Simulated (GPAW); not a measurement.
# Core-hole calculation of the Ni K edge in YNiC2 (Amm2), part 2 of 2

What does one-electron theory with a core hole give for the Ni K edge of YNiC2 (Amm2)?

GPAW 26.7.0; X-ray absorption from dipole matrix elements to empty bands, plane-wave PAW LDA.

So far. Step 5 (Spectrum with XCH, Ni atom 2): Main maxima below 30 eV (height): 5.7 eV (0.64), 11.7 eV (1.53), 16.2 eV (1.76) and 24.3 eV (1.43).  Step 5 (Spectrum with XCH, Ni atom 2): The total-energy difference is 8312.65 eV.

## Step 6: Spectrum with HCH, Ni atom 2

The holes are 5.8 Å apart. The data set carries half a charge, which charge=0 leaves uncompensated but for the background. Half a hole is Slater's transition state, a compromise that weakens the attraction. After the field has converged, empty bands are computed with the density fixed and the dipole matrix elements are summed.

Changed against the first core-hole run: core hole from full to half.

Input file xas.py:

```python
import numpy as np
from ase import Atoms
from ase.parallel import parprint, paropen
from gpaw import GPAW, PW, FermiDirac, Mixer, MixerDif, setup_paths
from gpaw.test import gen
setup_paths.insert(0, '.')
gen('Ni', name='hch1s', xcname='LDA', corehole=(1, 0, 0.5), write_xml=True)
from gpaw.mpi import world
world.barrier()

atoms = Atoms('Y4Ni4C8',
    cell=[[-3.61051776, 4.48559162, 0],
     [3.61051776, 4.48559162, 0],
     [0, 0, -5.98246932]],
    scaled_positions=[[0, 0, 0.99686353],
     [0.25, 0.25, 0.49686353],
     [0.5, 0.5, 0.99686353],
     [0.75, 0.75, 0.49686353],
     [0.75, 0.25, 0.38656791],
     [0, 0.5, 0.88656791],
     [0.25, 0.75, 0.38656791],
     [0.5, 0, 0.88656791],
     [0.67368767, 0.17368767, 0.69678428],
     [0.92368767, 0.42368767, 0.19678428],
     [0.17368767, 0.67368767, 0.69678428],
     [0.42368767, 0.92368767, 0.19678428],
     [0.82631233, 0.32631233, 0.69678428],
     [0.07631233, 0.57631233, 0.19678428],
     [0.32631233, 0.82631233, 0.69678428],
     [0.57631233, 0.07631233, 0.19678428]],
    magmoms=[0.0, 0.0, 0.0, 0.0, 2.0, 2.0, 2.0, 2.0, 0.0, 0.0, 0.0, 0.0, 0.0, 0.0, 0.0, 0.0],
    pbc=True)
atoms.calc = calc = GPAW(legacy_gpaw=True, mode=PW(430), xc='LDA', setups={4: 'hch1s'},
    kpts={'size': (3, 3, 3), 'gamma': True}, occupations=FermiDirac(0.1),
    charge=0, mixer=MixerDif(0.05, 8, 50), maxiter=150,
    convergence={'density': 0.0001}, txt='scf.txt')
energy = atoms.get_potential_energy() + calc.get_reference_energy()
ef = calc.get_fermi_level()
out = dict(energy=energy, fermi=ef, forces=atoms.get_forces().tolist(), magmoms=atoms.get_magnetic_moments().tolist())
parprint(f'all-electron energy {energy:.4f} eV, Fermi level {ef:.4f} eV')
ev = np.array([[calc.get_eigenvalues(k, s) for k in range(len(calc.get_ibz_k_points()))] for s in range(calc.get_number_of_spins())])
out['homo'], out['lumo'], out['counts'] = ev[ev < ef].max(), ev[ev > ef].min(), sorted(set((ev < ef).sum((0, 2)).tolist()))
out['filled'] = (ev[:, 0] < ef).sum(1).tolist()

from ase.units import Ha
from gpaw.xas import dipole_matrix_elements
nb = int(calc.get_number_of_electrons() / 2) + 158
top, nb = nb, nb + 8 + nb // 12
nscf = calc.fixed_density(kpts={'size': (3, 3, 3), 'gamma': True}, nbands=nb,
    convergence={'bands': top, 'eigenstates': 1e-5}, maxiter=60, txt='nscf.txt')
cell = atoms.cell.array
ops = [cell.T @ U.T @ np.linalg.inv(cell.T) for U in nscf.wfs.kd.symmetry.op_scc]
E = np.arange(-6, 34, 0.1)
fwhm = np.interp(E, [4, 25], [1.44, 3.5])
Y, X, zero, highest = 0, 0, 1e9, 1e9
for spin in range(nscf.get_number_of_spins()):
    wfs = nscf.wfs
    A = dipole_matrix_elements(wfs.setups[4])
    eps = np.zeros((wfs.kd.nibzkpts, nb))
    d = np.zeros((3, A.shape[1], wfs.kd.nibzkpts, nb), complex)
    for kpt in wfs.kpt_u:
        if kpt.s == spin and 4 in kpt.P_ani:
            eps[kpt.k] = kpt.eps_n * Ha
            d[:, :, kpt.k] = (kpt.weight * wfs.nspins / 2) ** 0.5 * np.inner(A, kpt.P_ani[4])
    world.sum(eps)
    world.sum(d)
    T = np.einsum('amkn,bmkn->abkn', d, d.conj()).real
    T = sum(np.einsum('ai,ijkn,bj->abkn', R, T, R) for R in ops) / len(ops)
    empty = eps > ef
    zero, highest = min(zero, eps[empty].min()), min(highest, eps[:, top - 1].min())
    lines = [(eps, T, empty)] if spin == 0 else lines + [(eps, T, empty)]
for eps, T, empty in lines:
    f = np.einsum('aakn->akn', T).reshape(3, -1)
    x = eps.ravel() - zero
    w = np.interp(x, E, fwhm) / 2.35482
    g = np.exp(-0.5 * ((E[:, None] - x) / w) ** 2) / (w * (2 * np.pi) ** 0.5)
    Y = Y + (f * empty.ravel()) @ g.T
    X = X + (f * ~empty.ravel()) @ g.T
out.update(E=E.round(2).tolist(), xas=Y.tolist(), xes=X.tolist(), zero=zero, valid=highest - zero, nk=len(eps), nb=nb)
for i in range(0, len(E), 10):
    parprint(f'{E[i]:7.2f}', *(f'{v:10.3e}' for v in Y[:, i]))
import json
with paropen('out.json', 'w') as f:
    json.dump(out, f)
```

The run is started by

```bash
$ OMP_NUM_THREADS=1 mpirun -n 2 gpaw python xas.py
```

The job ended after 13 min (2 MPI ranks of Arm Neoverse N1, shared host; peak memory 0.76 GiB; 25 min of CPU time).

```
E (eV)  first run  this run
  -2.0       0.00      0.00
  -1.0       0.02      0.02
   0.0       0.22      0.21
   1.0       0.37      0.39
   2.0       0.34      0.36
   3.0       0.35      0.35
   4.0       0.37      0.35
   5.0       0.56      0.50
   6.0       0.62      0.62
   7.0       0.43      0.45
   8.0       0.56      0.46
   9.0       0.94      0.83
  10.0       1.27      1.17
  11.0       1.48      1.43
  12.0       1.52      1.52
  13.0       1.43      1.45
  14.0       1.39      1.39
  15.0       1.56      1.51
  16.0       1.76      1.76
  17.0       1.64      1.77
  18.0       1.38      1.52
  19.0       1.27      1.36
  20.0       1.27      1.33
  21.0       1.30      1.36
  22.0       1.34      1.41
  23.0       1.39      1.47
  24.0       1.43      1.52
  25.0       1.41      1.52
  26.0       1.36      1.48
  27.0       1.28      1.41
  28.0       1.21      1.34
  29.0       1.18      1.29
  30.0       1.18      1.29
  31.0       1.22      1.32
  32.0       1.25      1.37
```

The scaled spectrum changes by 7 % r.m.s. The highest intensity below 24 eV goes from 16.2 eV (1.76) to 16.5 eV (1.81).

## Step 7: Cell without a hole, the energy reference

The cell and mesh change for the next run, so it gets a reference energy of its own.

Input file scf.py:

```python
import numpy as np
from ase import Atoms
from ase.parallel import parprint, paropen
from gpaw import GPAW, PW, FermiDirac, Mixer, MixerDif, setup_paths
from gpaw.test import gen
setup_paths.insert(0, '.')
gen('Ni', name='nch1s', xcname='LDA', corehole=(1, 0, 0), write_xml=True)
from gpaw.mpi import world
world.barrier()

atoms = Atoms('YNiC2',
    cell=[[3.61051776, 0, 0],
     [0, 2.24279581, 2.99123466],
     [0, -2.24279581, 2.99123466]],
    scaled_positions=[[0, 0.00313647, 0.00313647],
     [0.5, 0.61343209, 0.61343209],
     [0.5, 0.15059106, 0.45584038],
     [0.5, 0.45584038, 0.15059106]],
    magmoms=[0.0, 2.0, 0.0, 0.0],
    pbc=True)
atoms.calc = calc = GPAW(legacy_gpaw=True, mode=PW(430), xc='LDA', setups={1: 'nch1s'},
    kpts={'size': (5, 5, 5), 'gamma': True}, occupations=FermiDirac(0.1),
    charge=0, mixer=MixerDif(0.05, 8, 50), maxiter=150,
    convergence={'density': 0.0001}, txt='scf.txt')
energy = atoms.get_potential_energy() + calc.get_reference_energy()
ef = calc.get_fermi_level()
out = dict(energy=energy, fermi=ef, forces=atoms.get_forces().tolist(), magmoms=atoms.get_magnetic_moments().tolist())
parprint(f'all-electron energy {energy:.4f} eV, Fermi level {ef:.4f} eV')
ev = np.array([[calc.get_eigenvalues(k, s) for k in range(len(calc.get_ibz_k_points()))] for s in range(calc.get_number_of_spins())])
out['homo'], out['lumo'], out['counts'] = ev[ev < ef].max(), ev[ev > ef].min(), sorted(set((ev < ef).sum((0, 2)).tolist()))
out['filled'] = (ev[:, 0] < ef).sum(1).tolist()
import json
with paropen('out.json', 'w') as f:
    json.dump(out, f)
```

The run is started by

```bash
$ OMP_NUM_THREADS=1 mpirun -n 2 gpaw python scf.py
```

It took 37 s on 2 MPI ranks; peak memory 0.22 GiB.

## Step 8: Spectrum with XCH, Ni atom 2

A smaller cell brings the holes closer; here they are 3.6 Å apart.

Changed against the first core-hole run: supercell atoms from 16 to 4; the field's mesh follows (3×3×3 to 5×5×5).

Input file xas.py:

```python
import numpy as np
from ase import Atoms
from ase.parallel import parprint, paropen
from gpaw import GPAW, PW, FermiDirac, Mixer, MixerDif, setup_paths
from gpaw.test import gen
setup_paths.insert(0, '.')
gen('Ni', name='fch1s', xcname='LDA', corehole=(1, 0, 1), write_xml=True)
from gpaw.mpi import world
world.barrier()

atoms = Atoms('YNiC2',
    cell=[[3.61051776, 0, 0],
     [0, 2.24279581, 2.99123466],
     [0, -2.24279581, 2.99123466]],
    scaled_positions=[[0, 0.00313647, 0.00313647],
     [0.5, 0.61343209, 0.61343209],
     [0.5, 0.15059106, 0.45584038],
     [0.5, 0.45584038, 0.15059106]],
    magmoms=[0.0, 2.0, 0.0, 0.0],
    pbc=True)
atoms.calc = calc = GPAW(legacy_gpaw=True, mode=PW(430), xc='LDA', setups={1: 'fch1s'},
    kpts={'size': (5, 5, 5), 'gamma': True}, occupations=FermiDirac(0.1),
    charge=-1, mixer=MixerDif(0.05, 8, 50), maxiter=150,
    convergence={'density': 0.0001}, txt='scf.txt')
energy = atoms.get_potential_energy() + calc.get_reference_energy()
ef = calc.get_fermi_level()
out = dict(energy=energy, fermi=ef, forces=atoms.get_forces().tolist(), magmoms=atoms.get_magnetic_moments().tolist())
parprint(f'all-electron energy {energy:.4f} eV, Fermi level {ef:.4f} eV')
ev = np.array([[calc.get_eigenvalues(k, s) for k in range(len(calc.get_ibz_k_points()))] for s in range(calc.get_number_of_spins())])
out['homo'], out['lumo'], out['counts'] = ev[ev < ef].max(), ev[ev > ef].min(), sorted(set((ev < ef).sum((0, 2)).tolist()))
out['filled'] = (ev[:, 0] < ef).sum(1).tolist()

from ase.units import Ha
from gpaw.xas import dipole_matrix_elements
nb = int(calc.get_number_of_electrons() / 2) + 42
top = nb
nscf = calc.fixed_density(kpts={'size': (5, 5, 5), 'gamma': True},
    convergence={'eigenstates': 1.0}, txt='nscf.txt')
nscf.diagonalize_full_hamiltonian(nbands=nb)
cell = atoms.cell.array
ops = [cell.T @ U.T @ np.linalg.inv(cell.T) for U in nscf.wfs.kd.symmetry.op_scc]
E = np.arange(-6, 34, 0.1)
fwhm = np.interp(E, [4, 25], [1.44, 3.5])
Y, X, zero, highest = 0, 0, 1e9, 1e9
for spin in range(nscf.get_number_of_spins()):
    wfs = nscf.wfs
    A = dipole_matrix_elements(wfs.setups[1])
    eps = np.zeros((wfs.kd.nibzkpts, nb))
    d = np.zeros((3, A.shape[1], wfs.kd.nibzkpts, nb), complex)
    for kpt in wfs.kpt_u:
        if kpt.s == spin and 1 in kpt.P_ani:
            eps[kpt.k] = kpt.eps_n * Ha
            d[:, :, kpt.k] = (kpt.weight * wfs.nspins / 2) ** 0.5 * np.inner(A, kpt.P_ani[1])
    world.sum(eps)
    world.sum(d)
    T = np.einsum('amkn,bmkn->abkn', d, d.conj()).real
    T = sum(np.einsum('ai,ijkn,bj->abkn', R, T, R) for R in ops) / len(ops)
    empty = eps > ef
    zero, highest = min(zero, eps[empty].min()), min(highest, eps[:, top - 1].min())
    lines = [(eps, T, empty)] if spin == 0 else lines + [(eps, T, empty)]
for eps, T, empty in lines:
    f = np.einsum('aakn->akn', T).reshape(3, -1)
    x = eps.ravel() - zero
    w = np.interp(x, E, fwhm) / 2.35482
    g = np.exp(-0.5 * ((E[:, None] - x) / w) ** 2) / (w * (2 * np.pi) ** 0.5)
    Y = Y + (f * empty.ravel()) @ g.T
    X = X + (f * ~empty.ravel()) @ g.T
out.update(E=E.round(2).tolist(), xas=Y.tolist(), xes=X.tolist(), zero=zero, valid=highest - zero, nk=len(eps), nb=nb)
for i in range(0, len(E), 10):
    parprint(f'{E[i]:7.2f}', *(f'{v:10.3e}' for v in Y[:, i]))
import json
with paropen('out.json', 'w') as f:
    json.dump(out, f)
```

The run is started by

```bash
$ OMP_NUM_THREADS=1 mpirun -n 2 gpaw python xas.py
```

It took 2.6 min on 2 MPI ranks; peak memory 0.36 GiB.

These settings depart from the first run's and aren't meant as converged.

The scaled spectrum changes by 6 % r.m.s. The highest intensity below 24 eV goes from 16.2 eV (1.76) to 15.6 eV (1.79).

```
E (eV)  first run  this run
  -2.0       0.00      0.00
  -0.5       0.09      0.11
   1.0       0.37      0.37
   2.5       0.35      0.31
   4.0       0.37      0.45
   5.5       0.63      0.60
   7.0       0.43      0.42
   8.5       0.75      0.88
  10.0       1.27      1.31
  11.5       1.52      1.39
  13.0       1.43      1.33
  14.5       1.44      1.57
  16.0       1.76      1.76
  17.5       1.50      1.39
  19.0       1.27      1.30
  20.5       1.28      1.27
  22.0       1.34      1.33
  23.5       1.41      1.44
  25.0       1.41      1.36
  26.5       1.32      1.25
  28.0       1.21      1.18
  29.5       1.17      1.20
  31.0       1.22      1.25
```

## Step 9: Reference energy of the supercell

Edit scf.py of step 7 so:

```diff
@@ -10,14 +10,26 @@
 
-atoms = Atoms('YNiC2',
-    cell=[[3.61051776, 0, 0],
-     [0, 2.24279581, 2.99123466],
-     [0, -2.24279581, 2.99123466]],
-    scaled_positions=[[0, 0.00313647, 0.00313647],
-     [0.5, 0.61343209, 0.61343209],
-     [0.5, 0.15059106, 0.45584038],
-     [0.5, 0.45584038, 0.15059106]],
-    magmoms=[0.0, 2.0, 0.0, 0.0],
+atoms = Atoms('Y4Ni4C8',
+    cell=[[-3.61051776, 4.48559162, 0],
+     [3.61051776, 4.48559162, 0],
+     [0, 0, -5.98246932]],
+    scaled_positions=[[0, 0, 0.99686353],
+     [0.25, 0.25, 0.49686353],
+     [0.5, 0.5, 0.99686353],
+     [0.75, 0.75, 0.49686353],
+     [0.75, 0.25, 0.38656791],
+     [0, 0.5, 0.88656791],
+     [0.25, 0.75, 0.38656791],
+     [0.5, 0, 0.88656791],
+     [0.67368767, 0.17368767, 0.69678428],
+     [0.92368767, 0.42368767, 0.19678428],
+     [0.17368767, 0.67368767, 0.69678428],
+     [0.42368767, 0.92368767, 0.19678428],
+     [0.82631233, 0.32631233, 0.69678428],
+     [0.07631233, 0.57631233, 0.19678428],
+     [0.32631233, 0.82631233, 0.69678428],
+     [0.57631233, 0.07631233, 0.19678428]],
+    magmoms=[0.0, 0.0, 0.0, 0.0, 2.0, 2.0, 2.0, 2.0, 0.0, 0.0, 0.0, 0.0, 0.0, 0.0, 0.0, 0.0],
     pbc=True)
-atoms.calc = calc = GPAW(legacy_gpaw=True, mode=PW(430), xc='LDA', setups={1: 'nch1s'},
-    kpts={'size': (5, 5, 5), 'gamma': True}, occupations=FermiDirac(0.1),
+atoms.calc = calc = GPAW(legacy_gpaw=True, mode=PW(430), xc='LDA', setups={4: 'nch1s'},
+    kpts={'size': (1, 1, 1), 'gamma': True}, occupations=FermiDirac(0.1),
     charge=0, mixer=MixerDif(0.05, 8, 50), maxiter=150,
```

The run is started by

```bash
$ OMP_NUM_THREADS=1 mpirun -n 2 gpaw python scf.py
```

The job ended after 30 s (2 MPI ranks; peak memory 0.28 GiB; 60 s of CPU time).

The run finished; it serves as a test, and its numbers are not taken as the result.

## Step 10: Spectrum with XCH, Ni atom 2

Another set-up is tried: k mesh of the field to 1×1×1.

Edit xas.py of step 8 so:

```diff
@@ -10,14 +10,26 @@
 
-atoms = Atoms('YNiC2',
-    cell=[[3.61051776, 0, 0],
-     [0, 2.24279581, 2.99123466],
-     [0, -2.24279581, 2.99123466]],
-    scaled_positions=[[0, 0.00313647, 0.00313647],
-     [0.5, 0.61343209, 0.61343209],
-     [0.5, 0.15059106, 0.45584038],
-     [0.5, 0.45584038, 0.15059106]],
-    magmoms=[0.0, 2.0, 0.0, 0.0],
+atoms = Atoms('Y4Ni4C8',
+    cell=[[-3.61051776, 4.48559162, 0],
+     [3.61051776, 4.48559162, 0],
+     [0, 0, -5.98246932]],
+    scaled_positions=[[0, 0, 0.99686353],
+     [0.25, 0.25, 0.49686353],
+     [0.5, 0.5, 0.99686353],
+     [0.75, 0.75, 0.49686353],
+     [0.75, 0.25, 0.38656791],
+     [0, 0.5, 0.88656791],
+     [0.25, 0.75, 0.38656791],
+     [0.5, 0, 0.88656791],
+     [0.67368767, 0.17368767, 0.69678428],
+     [0.92368767, 0.42368767, 0.19678428],
+     [0.17368767, 0.67368767, 0.69678428],
+     [0.42368767, 0.92368767, 0.19678428],
+     [0.82631233, 0.32631233, 0.69678428],
+     [0.07631233, 0.57631233, 0.19678428],
+     [0.32631233, 0.82631233, 0.69678428],
+     [0.57631233, 0.07631233, 0.19678428]],
+    magmoms=[0.0, 0.0, 0.0, 0.0, 2.0, 2.0, 2.0, 2.0, 0.0, 0.0, 0.0, 0.0, 0.0, 0.0, 0.0, 0.0],
     pbc=True)
-atoms.calc = calc = GPAW(legacy_gpaw=True, mode=PW(430), xc='LDA', setups={1: 'fch1s'},
-    kpts={'size': (5, 5, 5), 'gamma': True}, occupations=FermiDirac(0.1),
+atoms.calc = calc = GPAW(legacy_gpaw=True, mode=PW(430), xc='LDA', setups={4: 'fch1s'},
+    kpts={'size': (1, 1, 1), 'gamma': True}, occupations=FermiDirac(0.1),
     charge=-1, mixer=MixerDif(0.05, 8, 50), maxiter=150,
@@ -34,7 +46,6 @@
 from gpaw.xas import dipole_matrix_elements
-nb = int(calc.get_number_of_electrons() / 2) + 42
-top = nb
-nscf = calc.fixed_density(kpts={'size': (5, 5, 5), 'gamma': True},
-    convergence={'eigenstates': 1.0}, txt='nscf.txt')
-nscf.diagonalize_full_hamiltonian(nbands=nb)
+nb = int(calc.get_number_of_electrons() / 2) + 158
+top, nb = nb, nb + 8 + nb // 12
+nscf = calc.fixed_density(kpts={'size': (3, 3, 3), 'gamma': True}, nbands=nb,
+    convergence={'bands': top, 'eigenstates': 1e-5}, maxiter=60, txt='nscf.txt')
 cell = atoms.cell.array
@@ -46,3 +57,3 @@
     wfs = nscf.wfs
-    A = dipole_matrix_elements(wfs.setups[1])
+    A = dipole_matrix_elements(wfs.setups[4])
     eps = np.zeros((wfs.kd.nibzkpts, nb))
@@ -50,5 +61,5 @@
     for kpt in wfs.kpt_u:
-        if kpt.s == spin and 1 in kpt.P_ani:
+        if kpt.s == spin and 4 in kpt.P_ani:
             eps[kpt.k] = kpt.eps_n * Ha
-            d[:, :, kpt.k] = (kpt.weight * wfs.nspins / 2) ** 0.5 * np.inner(A, kpt.P_ani[1])
+            d[:, :, kpt.k] = (kpt.weight * wfs.nspins / 2) ** 0.5 * np.inner(A, kpt.P_ani[4])
     world.sum(eps)
```

The run is started by

```bash
$ OMP_NUM_THREADS=1 mpirun -n 2 gpaw python xas.py
```

The job ended after 8.6 min (2 MPI ranks; peak memory 0.66 GiB).

The run finished. A setting was moved off its sound value on purpose, so it serves as a test and not as the result.

The fault put into the input: the field is made at the zone centre alone.

Against the first run the r.m.s. difference is 3 %. The highest intensity below 24 eV goes from 16.2 eV (1.76) to 15.9 eV (1.74).

```
E (eV)  first run  this run
  -2.0       0.00      0.00
  -0.5       0.09      0.12
   1.0       0.37      0.34
   2.5       0.35      0.34
   4.0       0.37      0.40
   5.5       0.63      0.64
   7.0       0.43      0.41
   8.5       0.75      0.84
  10.0       1.27      1.32
  11.5       1.52      1.51
  13.0       1.43      1.40
  14.5       1.44      1.47
  16.0       1.76      1.74
  17.5       1.50      1.42
  19.0       1.27      1.24
  20.5       1.28      1.26
  22.0       1.34      1.33
  23.5       1.41      1.40
  25.0       1.41      1.39
  26.5       1.32      1.29
  28.0       1.21      1.19
  29.5       1.17      1.16
  31.0       1.22      1.21
```

## Step 11: With and without the hole

Both curves are counted from their own zero, so only the shift of weight within the empty states shows.

```
E (eV)  no hole   XCH
  -2.0     0.00  0.00
  -1.0     0.03  0.02
   0.0     0.25  0.22
   1.0     0.40  0.37
   2.0     0.38  0.34
   3.0     0.34  0.35
   4.0     0.35  0.37
   5.0     0.50  0.56
   6.0     0.61  0.62
   7.0     0.42  0.43
   8.0     0.44  0.56
   9.0     0.82  0.94
  10.0     1.15  1.27
  11.0     1.42  1.48
  12.0     1.49  1.52
  13.0     1.41  1.43
  14.0     1.40  1.39
  15.0     1.53  1.56
  16.0     1.77  1.76
  17.0     1.75  1.64
  18.0     1.52  1.38
  19.0     1.43  1.27
  20.0     1.42  1.27
  21.0     1.39  1.30
  22.0     1.41  1.34
  23.0     1.51  1.39
  24.0     1.60  1.43
  25.0     1.59  1.41
  26.0     1.53  1.36
  27.0     1.46  1.28
  28.0     1.40  1.21
  29.0     1.36  1.18
  30.0     1.38  1.18
  31.0     1.42  1.22
  32.0     1.44  1.25
```

With each curve scaled to its own mean, the area from −2 to 6 eV with the hole is 2.5 against 2.6, and the centre of weight from −1 to 20 eV moves by -0.2 eV (first and strongest maxima below 20 eV: 1.3 eV (0.41), 5.9 eV (0.61), 11.7 eV (1.50) and 16.4 eV (1.81) without the hole, 5.7 eV (0.64), 11.7 eV (1.53) and 16.2 eV (1.76) with it), a small effect on these measures.

## Step 12: Summary of results

| Quantity | Value |
| --- | --- |
| absorber and edge | Ni K, atom 2 of the ground-state input (counted from 1) |
| surroundings | 2 C at 1.93 Å and 2 C at 1.98 Å (4-fold, site symmetry mm2) |
| highest intensity below 24 eV | 16.2 eV above the zero, height 1.76 |
| photon energy of the zero (spin-polarised hole, raw) | 8312.7 eV (LDA puts this hole about 18 eV below PBE, itself good to a few eV) |

What this shows: The Ni K edge of atom 2, with 2 C at 1.93 Å and 2 C at 1.98 Å (4-fold, site symmetry mm2), has its highest intensity of the first 24 eV at 16.2 eV above the zero, near 8329 eV in photon energy (LDA puts this hole about 18 eV below PBE, itself good to a few eV), 1.8 times the mean level of the first 20 eV (Gaussian full width 1.44 eV up to 4 eV, rising linearly to 3.5 eV at 25 eV). With each curve scaled to its own mean, the area from −2 to 6 eV with the hole is 2.5 against 2.6, and the centre of weight from −1 to 20 eV moves by -0.2 eV (first and strongest maxima below 20 eV: 1.3 eV (0.41), 5.9 eV (0.61), 11.7 eV (1.50) and 16.4 eV (1.81) without the hole, 5.7 eV (0.64), 11.7 eV (1.53) and 16.2 eV (1.76) with it), a small effect on these measures. Changing the core hole from full to half alters the shape by 7 % r.m.s., so the result is insensitive to this choice. A cell with holes 3.6 Å apart changes the curve by 6 % r.m.s. (4 % after the best shift). At the Ni K edge of atom 2 polarisation matters most near 9.7 eV, where the curves differ by 2.2 on this scale. The strongest dipole feature below the main edge lies at 5.7 eV (height 0.64); the site lacks an inversion centre, which allows local p–d mixing besides the mixing with the neighbours' empty states; the run doesn't separate the two. The hole lies in one spin channel, while the script sums the empty states of both and takes the lower zero; where the two channels are split, this blurs and shifts the curve. Quadrupole 1s→3d transitions, which feed the pre-edge, are not in the dipole spectrum. The starting moments shrank to 0.00 μB or less, so this is hardly a magnetic state. The holes are only 5.8 Å apart, so the shape is probably not converged with cell size; no larger cell was run here. The mesh is coarse (0.37 Å⁻¹ between points), so small maxima may be mesh ripples. Lifetime broadening is put in by hand, and intensities beyond about 20 eV depend on it and on the partial waves. The structure is a computed Materials Project entry and may be a hypothetical form.

[Logs are printed without paths, hosts, clocks, repeated set-up lines and the standing remarks that a program may print on its own settings, such as how far it seeks lower states.]

[Hosts, paths, dates, database ids (printed as entryN), source tags and the programs' standing remarks are cut or masked in the printed files.]

[Lists of maxima count a maximum above −3 eV only where it reaches 4 % of the highest in the window and stands out from its surroundings by 2 % of it (1.5 % where it reaches 55 %); shoulders and weaker maxima are passed over, and of the rest the first, up to two pre-edge ones and the few strongest are named.]
